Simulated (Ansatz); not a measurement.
# Structural relaxation of bare CsH nanowire along [001] (96 atoms), part 2 of 2

Aim: bring bare CsH nanowire along [001] (96 atoms) to a nearby minimum of the energy and see what moves.

Ansatz 0.2.0; Kohn-Sham DFT, LDA, PAW (set soft_2), plane waves.

The cell: 48 Cs and 48 H. Only the Γ point is sampled, in a cell whose periodic width is 19 Å. The levels lack spin–orbit coupling.

So far. Step 3 (Relaxation): The relaxation changed the energy by -21.8 meV/atom, and atoms moved by 0.33 Å r.m.s., 0.59 Å at most.

The database entry behind the starting cell differs from later determinations by our own check (0.1 to 0.3 % short, probably kX units), so it need not match the best structure at ambient conditions.

## 5. Single point at the relaxed geometry

The electronic structure is read at the final geometry, in a run of its own.

Contents of input.yaml:

```yaml
crystal:
  lattice:
    - [21.564, 0.0, 0.0]
    - [0.0, 21.564, 0.0]
    - [0.0, 0.0, 19.128]
  atoms:
    - { symbol: Cs, position: [0.29285, 0.29274, 0.00011] }
    - { symbol: H, position: [0.29628, 0.29622, 0.16667] }
    - { symbol: Cs, position: [0.29285, 0.29286, 0.33335] }
    - { symbol: H, position: [0.29628, 0.2962, 0.49992] }
    [... 86 atom lines left out ...]
    - { symbol: Cs, position: [0.70711, 0.70685, 0.99997] }
    - { symbol: H, position: [0.70372, 0.70342, 0.16673] }
    - { symbol: Cs, position: [0.7071, 0.70682, 0.33336] }
    - { symbol: H, position: [0.70367, 0.70339, 0.50009] }
    - { symbol: Cs, position: [0.70718, 0.70681, 0.66667] }
    - { symbol: H, position: [0.70377, 0.70342, 0.83337] }
kpoints:
  mp_grid: { grid: [1, 1, 1] }
hamiltonian:
  xc: lda
scf:
  occupations: { method: gaussian, width: 0.05 }
output:
  forces: true
  populations: intrinsic
  dos:
    method: { smearing: { sigma: 0.1 } }
    de: 0.1
    projected: { site_lists: { Cs: [Cs], H: [H] } }
  eigenvalues: true
  write_density: true
  write_potential: true
  volumetric_format: npy
  elf: true
```

Command:

```bash
$ ansatz run input.yaml --threads 8 --pin off --max-ram 15872MiB --backend cpu --events-out ev --progress --plain --runs-dir out
```

Numbers of over 12 decimals in the logs are rounded to 6 here.

The program printed:

```text
[...]
Crystal: 96 atoms, lattice volume = 8894.637 Å³
Basis set: ecut = 420 eV, 173715 PW (Γ)
Bands: 336, of which v1, the nominal top of the filled ones, is band 240 counted from 1 (239 counted from 0)
Symmetry: 1 space group operations
[...]
k-points: 1
[...]
SCF iter   1: F=—  HF=-264995.054781 eV  |F-HF|=—  |Δ(HF+E_count)|=         —  Δρ=4.29e-3  dr2=1.93e0  ethr=1.77e-3  ⟨swp⟩=16.0  Hψ=2699  notcnv=0
[...]
SCF iter   8: F=-264994.496642 eV  HF=-264994.496642 eV  |F-HF|=3.49e-9  |Δ(HF+E_count)|=   2.74e-9  Δρ=3.01e-7  dr2=1.03e-8  ethr=2.08e-11  ⟨swp⟩=26.0  Hψ=3585  notcnv=0
SCF 1 converged in 8 iterations: F = -264994.496642 eV  dr2 = 1.03e-8
[...]
WARN: The output density's exchange-correlation potential varies sharply where the density is thin. Do not read a vacuum level from v_tot or v_xc, or from such a field of the output density. On a cell that repeats whose density bears no net charge and no dipole along the vacuum's axis use v_es (v_loc + v_h of the components); [...]
SCF converged after 8 iterations
Free energy (F): -264994.496642 eV
[...]
Internal energy: -264994.496642 eV  (E = F + TS)
E sigma→0 (E₀):  -264994.496642 eV
Fermi energy:    0.088427 eV
[...]
--- Forces (eV/Å), atoms counted from 1 ---
  atom   1  Cs    -0.00254699    -0.00133651    -0.00184316
  atom   2  H      0.00377031     0.00346706    -0.00025060
  atom   3  Cs    -0.00442478    -0.00514728    -0.00000203
  atom   4  H      0.00325902     0.00415413     0.00065584
  atom   5  Cs    -0.00254557    -0.00082725     0.00050560
  atom   6  H      0.00346041     0.00134141     0.00106083
  atom   7  H      0.01533389     0.00541080     0.00141298
  atom   8  Cs    -0.00996316     0.01682288    -0.00002677
  atom   9  Cs    -0.01114842    -0.01733983    -0.00097402
  atom  10  H      0.01556842    -0.00675186     0.00120426
  atom  11  H      0.01584647     0.00735237     0.00126236
  atom  12  Cs    -0.00975392     0.02113547    -0.00086146
  atom  13  Cs    -0.01016666    -0.01977212    -0.00045932
  atom  14  H      0.01361536    -0.00791326     0.00077111
[...]
atom  95  Cs     0.00297290     0.00251797     0.00038469
  atom  96  H     -0.00308467    -0.00308390     0.00045652
  max |Σ_I F_I| component: 8.45e-5 eV/Å
--- Band table (eV) ---
[...]
--- intrinsic populations: 96 sites ---
  site symbol       q [e]
     0     Cs      8.2788
     1      H      1.6959
     2     Cs      8.2790
[...]
95      H      1.6959
  spilling = 0.000000 (of n_electrons = 480.000000)
```

Wall time 73 s (8 threads of Arm Neoverse V1, shared host); peak memory 7.6 GiB.

The program notes that the exchange-correlation potential is rough where the density is thin.

Read from the output:

- free energy: -264994.4966 eV
- free energy per atom: -2760.3593 eV/atom
- SCF cycles: 8
- r.m.s. force component: 0.0106 eV/Å
- longest force: 0.03512 eV/Å
- Fermi energy: 0.08843 eV
- gap (highest filled to lowest empty level): 2.39 eV

Intrinsic-atomic-orbital charges by element and coordination:

```tsv
element	coordination	atoms	mean charge (e)	spread	least	most
Cs	all	48	0.697	0.0194	0.667	0.721
Cs	4	12	0.721	1.0e-4	0.721	0.721
Cs	5	24	0.700	1.0e-4	0.700	0.701
Cs	6	12	0.667	1.0e-4	0.667	0.667
H	all	48	-0.697	0.0037	-0.701	-0.692
H	4	12	-0.696	1.0e-4	-0.696	-0.696
H	5	24	-0.701	1.0e-4	-0.701	-0.700
H	6	12	-0.692	1.0e-4	-0.692	-0.692
```

Density of states as counts of states in windows of 1 eV (from the Fermi level), total and the larger projections:

```tsv
from (eV)	to (eV)	total	Cs p	H s	Cs s
-18	-11	0.0	0.0	0.0	0.0
-11	-10	14.1	13.3	0.5	0.2
-10	-9	273.1	268.3	2.1	2.5
-9	-8	0.8	0.8	0.0	0.0
-8	-3	0.0	0.0	0.0	0.0
-3	-2	31.7	1.3	22.5	6.5
-2	-1	64.3	2.8	51.4	7.2
-1	1	0.0	0.0	0.0	0.0
1	2	70.2	0.5	3.6	34.5
```

Between -23 and -18 eV lie 96 more states.

The levels nearest the highest filled one (over half full), pooled over k-points and spins:

```tsv
level less the highest filled one (eV)	occupation
-0.0267	2
-0.0262	2
-0.0258	2
-0.0257	2
-7.0e-4	2
0	2
2.39	0
2.39	0
2.48	0
2.48	0
2.48	0
2.48	0
```

ELF in the ca plane at fractional y = 0.288, with atoms of Cs and H within 0.2 Å of it. It is the smooth field of the valence electrons, not physical close to the nuclei.

Values in units of 1e-1, 13 rows by 16 columns, each cell a mean:
```
 0.0  0.0  0.0  0.0  0.0  0.0  0.0  0.0  0.0  0.0  0.0  0.0  0.0  0.0  0.0  0.0
 0.7  0.0  0.0  0.0  0.0  0.2  0.9  0.2  0.0  0.0  0.0  0.0  0.7  0.5  0.0  0.0
 7.0  0.4  1.8  3.1  0.8  2.4  8.3  2.4  0.8  3.1  1.8  0.4  7.0  5.6  0.3  2.4
 9.9  2.7  7.6  5.6  5.6  5.6 10.0  5.6  5.6  5.6  7.6  2.7  9.9  9.1  2.8  7.2
 5.8  1.4  4.5  5.6  2.6  3.2  6.2  3.2  2.6  5.6  4.5  1.4  5.8  5.2  1.2  5.1
 6.2  4.3  7.4  9.8  3.9  7.3  4.9  7.3  3.9  9.8  7.4  4.3  6.2  7.1  3.0  9.0
 5.4  1.4  4.2  5.5  2.4  3.0  5.8  3.0  2.4  5.5  4.2  1.4  5.4  4.8  1.2  4.9
 9.2  2.7  7.5  5.3  5.7  5.3  9.4  5.4  5.7  5.3  7.5  2.7  9.2  8.6  2.9  7.0
 5.4  2.2  4.4  6.3  2.2  4.2  5.3  4.2  2.3  6.3  4.4  2.2  5.4  5.3  1.5  5.5
 6.6  3.7  7.2  9.9  3.6  6.6  5.8  6.6  3.6  9.9  7.2  3.7  6.6  7.2  2.5  8.9
 1.9  0.2  3.3  7.2  0.9  0.8  2.2  0.8  0.9  7.2  3.3  0.2  1.9  1.6  0.2  4.8
 0.0  0.0  0.2  0.5  0.0  0.0  0.0  0.0  0.0  0.5  0.2  0.0  0.0  0.0  0.0  0.3
 0.0  0.0  0.0  0.0  0.0  0.0  0.0  0.0  0.0  0.0  0.0  0.0  0.0  0.0  0.0  0.0
```
Columns run along c (16.0 Å, from fractional 0.00 to 0.84 of the cell), rows up along a (21.6 Å). Atoms in or near the plane, at fractional coordinates: Cs at (0.00, 0.29), H at (0.17, 0.30), Cs at (0.33, 0.29), H at (0.50, 0.30), Cs at (0.67, 0.29), H at (0.83, 0.30), Cs at (0.00, 0.57), H at (0.00, 0.43), Cs at (0.17, 0.43), H at (0.17, 0.57), Cs at (0.33, 0.57), H at (0.33, 0.43), Cs at (0.50, 0.43), H at (0.50, 0.57) and more.

Valence density in the ca plane at fractional y = 0.288, with atoms of Cs and H within 0.2 Å of it. It is the smooth field of the valence electrons, not physical close to the nuclei.

Ten even steps from '0' (0.0 e/Å³) to '9' (1.1 e/Å³), each cell a mean:
```
00000000000000000000000000000000000000000000
00000000000000000000000000000000000000000000
00000000000000000000000000000000000000000000
00000000000000000000000000000000000000000000
00000000000000000000000000000000000000000000
33200000000000002332100000000000012331000000
67951001242100159769720002431001388688410013
78841001343100148878620002431000378787310013
22100000111000001221000001111000011221000001
33100026878620001331000148787410012321001378
65200149747941002562100279459620013641001596
11000012454210000110000014553100000100000134
76520000111000025676310000110000146764100001
35962001474100269539830013762101497369410025
77520000121000025776310001211000146774100011
11000001343100000110000012332100001110000123
64200148858841002462100279669610013641001597
22100037878730001221000158788410001221001378
00000000111000000000000001111000000000000011
00000000000000000000000000000000000000000000
00000000000000000000000000000000000000000000
00000000000000000000000000000000000000000000
00000000000000000000000000000000000000000000
00000000000000000000000000000000000000000000
```
Columns run along c (16.0 Å, from fractional 0.16 to 1.00 of the cell), rows up along a (21.6 Å). Atoms in or near the plane, at fractional coordinates: H at (0.17, 0.30), Cs at (0.33, 0.29), H at (0.50, 0.30), Cs at (0.67, 0.29), H at (0.83, 0.30), Cs at (0.17, 0.43), H at (0.17, 0.57), Cs at (0.33, 0.57), H at (0.33, 0.43), Cs at (0.50, 0.43), H at (0.50, 0.57), Cs at (0.67, 0.57), H at (0.67, 0.43), Cs at (0.83, 0.43) and more.

Mean intrinsic-atomic-orbital charges: Cs +0.70, H -0.70 e.

A closer look about Cs8, picked at random: 8 atoms, nearest first, numbered in the order of the input, with positions taken from that point.

```tsv
atom	x	y	z	distance (Å)	bonds	intrinsic-atomic-orbital charge (e)
Cs8	0.00	0.00	0.00	0.00	5	0.70
H19	0.17	2.93	0.00	2.93	4	-0.70
H40	2.99	0.10	0.00	2.99	6	-0.69
H7	0.09	-3.03	0.00	3.03	5	-0.70
H10	0.09	0.10	3.19	3.19	5	-0.70
H18	0.09	0.09	-3.19	3.19	5	-0.70
Cs37	3.08	-2.94	0.00	4.26	6	0.67
Cs17	0.00	-2.93	-3.19	4.33	5	0.70
```

The column of bonds counts only the pairs Cs-H within 3.49 Å; other neighbours, such as metal atoms beside each other in a compound, aren't counted, and periodic images can show an atom twice.

## 6. What came out

```
energy change in the relaxation                  : -21.78 meV/atom
r.m.s. displacement                              : 0.329 Å
largest displacement                             : 0.59 Å
free energy per atom                             : -2760.3593 eV/atom
r.m.s. force component                           : 0.0106 eV/Å
gap (highest filled to lowest empty level) : 2.39 eV
wall time of the 3 DFT runs                      : 4.8 min
```

**Reading.** Relaxation lowers the energy by 21.8 meV/atom and moves atoms by 0.33 Å r.m.s.; the r.m.s. force component goes from 0.078 to 0.011 eV/Å, and the gap from 2.50 to 2.39 eV. By the final cutoffs no bond was broken or made. First to last step the energy falls by 2.091 eV; the largest move, 0.59 Å, is that of H23, with 3 other atoms within 2 % of it. The Cs-H bonds go from 3.187 Å (spread 0.025) to 3.066 Å (spread 0.109). Counting bonds as in the table, 50 % of Cs atoms have 5 and 50 % of H atoms have 5 bonded neighbours. The highest filled and lowest empty levels differ by 2.39 eV at Γ alone; the mesh holds the band edges only if they fold onto it, so the gap at this level can be narrower or closed, and states at the surface or the caps may set it.

[Logs are printed without paths, hosts, clocks, repeated set-up lines and the standing remarks that a program may print on its own settings, such as how far it seeks lower states.]

[Hosts, paths, dates, database ids (printed as entryN), source tags and the programs' standing remarks are cut or masked in the printed files.]
